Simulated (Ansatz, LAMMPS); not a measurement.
# Gap against volume in glassy ZnIn2Ga2O7 (180 atoms)

Density of this cell: 6.44 g/cm³. The cell holds 180 atoms: 30 Ga, 30 In, 105 O and 15 Zn. Cell: a = 12.634 Å, b = 12.959 Å, c = 12.921 Å, α = 91.0°, β = 90.7°, γ = 89.5°. The starting structure: 180 atoms (30 Fe, 30 Sc, 105 O, 15 Zn) placed at random at 4.03 g/cm³, melted at 4500 K for 20 ps at fixed volume with the Morse and Coulomb pair potential with partial charges (Pedone, Malavasi, Menziani, Cormack and Segre, J. Phys. Chem. B 110, 11780 (2006)). Quenched from 4500 K to 300 K at 20 K/ps and fixed volume, held 5 ps. Then Fe was replaced by Ga, Sc was replaced by In (the potential has no terms for the new elements, so the cell is a start for a DFT relaxation).

Calculated with Ansatz 0.2.0: Kohn-Sham DFT, LDA, PAW (set soft_2), plane waves; cutoff 420 eV, Γ point, fermi-dirac smearing of 0.05 eV. The relaxed cell was scaled evenly and the atoms were relaxed at each volume. The gap is that between the highest filled and the lowest empty Kohn-Sham level on the run's k-points.

| volume (Å³/atom) | gap (eV) |
| --- | --- |
| 10.574 | 1.067 |
| 11.044 | 1.074 |
| 11.397 | 1.036 |
| 11.749 | 1.100 |
| 12.102 | ? |
| 12.454 | 0.9358 |

**Question.** Fit a straight line in ln V to the rows given and interpolate to the withheld row.

**Working.**

A volume deformation potential makes the spacing linear in u = ln(V/V0), with V0 = 11.749 Å³ the relaxed volume; v is the spacing.

```
u = ln(V/V0)  v (eV)
   -0.105361  1.0674
  -0.0618748   1.074
  -0.0304588  1.0362
           0  1.1004
   0.0582684  0.9358
```

With n = 5: mean u = -0.0278852, mean v = 1.04276, Σ(u − ū)² = 0.015364, Σ(u − ū)(v − v̄) = -0.010562. Slope b = -0.010562 / 0.015364 = -0.68741; intercept a = v̄ − b ū = 1.0236.

At the withheld volume u = 0.02956, and v = a + b u.

Prediction at 12.102: 1.003 eV. The run gave 1.016 eV, so the fit is low by 0.013 eV (1.2 % of the value).

The rows follow a line only loosely (correlation 0.68 in size over all rows, under the 0.97 asked here), so the slope of -0.69 eV is a mean trend and no deformation potential. Among the rows given, the largest miss of the fit is at 11.749, by 0.077 eV (47 % of the range of the table).

Limits: The table spans 16 % in volume, wide for a linear law. Local or semilocal functionals tend to put gaps under measured ones. Only the Γ point is sampled. Atoms move by up to 1.2 Å in these relaxations, so the structure changes along the series. Defect or tail levels can set the spacing of a disordered cell.

[Logs are printed without paths, hosts, clocks, repeated set-up lines and the standing remarks that a program may print on its own settings, such as how far it seeks lower states.]

[Hosts, paths, dates, database ids (printed as entryN), source tags and the programs' standing remarks are cut or masked in the printed files.]
